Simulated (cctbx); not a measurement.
# Which space group?

Cell: a = 3.8670 Å, b = 3.8670 Å, c = 3.8670 Å, α = 90.00°, β = 90.00°, γ = 90.00°. Expected content of the cell: Bi1 Be3.

Simulated single-crystal data (cctbx): Mo Kα, λ = 0.71073 Å, to d = 0.65 Å, 50 % of the full sphere, strongest reflection 70000 counts, noise from counting, a 1.5 % proportional error and a noise floor of 8 counts (s.d.); no absorption.

Tests on the unmerged data give:

```text
443 reflections to d = 0.654 A
centring   violations  <I/sigma> of those
    A        218 of   218     59.2
    B        217 of   217     59.4
    C        213 of   213     59.2
    I        231 of   231     59.4
    R        287 of   287     59.3
    F        324 of   324     59.2
Laue class    unique    Rint  (classes that these axes allow; Friedel mates merged)
P -1              331   0.010
P 1 2/m 1         223   0.011
P 1 1 2/m         226   0.010
P 2/m 1 1         224   0.011
P m m m           146   0.011
P 4/m             127   0.011
P 4/m m m          88   0.012
R -3 :R           150   0.011
R -3 m :R          96   0.012
P m -3             54   0.012
P m -3 m           39   0.013
space group    extra absences  I>4sigma  <I/sigma>
P 4 3 2                 0          0         -  acentric
P -4 3 m                0          0         -  acentric
P m -3 m                0          0         -  centric
Wilson B = 0.67 A^2   <|E^2-1|> = 0.540 (0.968 centric, 0.736 acentric)   E^2>4: 0.0 %
shell (A)         n   <I/sigma>
 3.87 - 0.94     15    163.3
 0.94 - 0.75     13    189.0
 0.75 - 0.65     11    199.3
```

Q: Read the symmetry from these tables.

Every centring test has many violations, so the lattice is primitive.

Rint stays low (0.010 to 0.013) up to P m -3 m, the highest class in these axes.

3 settings pass the absence test. No glide or screw absences show, which leaves P 4 3 2, P -4 3 m and P m -3 m.

⟨|E²−1|⟩ = 0.540 leans to a non-centrosymmetric structure, or to twinning, which lowers it. Here that hint misleads: the statistic assumes many like atoms on general positions, and few, heavy or special-position atoms break it. The Wilson B of 0.67 Å² means U ≈ 0.0085 Å².

The true group is Pm-3m (no. 221), Laue class m-3m, centrosymmetric. The tables only narrow the choice to the tied entries; cell content, site symmetry and trial solutions must settle it.

This is a model crystal, built by substitution and not relaxed, with assumed displacement parameters.

[Logs are printed without paths, hosts, clocks, repeated set-up lines and the standing remarks that a program may print on its own settings, such as how far it seeks lower states.]
